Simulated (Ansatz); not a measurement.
Rows from a G0W0 calculation on SnSe2/SnSe2 (1T bilayer) (Ansatz 0.2.0; G0W0 on PBE, plane waves, PAW; PAW set soft_1; 6×6×1 mesh, 808 empty bands, screening to 75 eV, PAW set soft_1 files), in eV. Spin-orbit coupling is left out.

```tsv
row	Σx	Σc	Vxc	Z
A	-11.93	-3.06	-15.47	0.73
B	-11.79	-3.23	-15.51	0.73
C	-17.39	1.76	-15.20	0.71
D	-10.88	-2.61	-13.82	0.75
E	-17.51	1.60	-15.51	0.72
F	-10.77	-2.79	-13.93	0.74
```

Which rows are filled states and which are empty ones, and how can one tell?

Filled: C and E. Empty: A, B, D and F. The sign of Σc tells: for a filled state bare exchange, which holds its interaction with itself, lies below Vxc (Σx − Vxc is -2.0 eV or lower here) and screening gives part back as a positive Σc. For an empty state Σx lies above Vxc (+2.9 eV or more) and the Coulomb hole leaves Σc negative.

[Paths, hosts, dates, memory and timing lines, banners, echoed tables and standing remarks are left out of the program output.]

[Logs are printed without paths, hosts, clocks, repeated set-up lines and the standing remarks that a program may print on its own settings, such as how far it seeks lower states.]

[Runs of the session that timed out or met a known fault of the program may be left out.]

[Cells called generated may have been cut or substituted from an entry of the Crystallography Open Database or the Materials Project.]

[Hosts, paths, dates, database ids (printed as entryN), source tags and the programs' standing remarks are cut or masked in the printed files.]
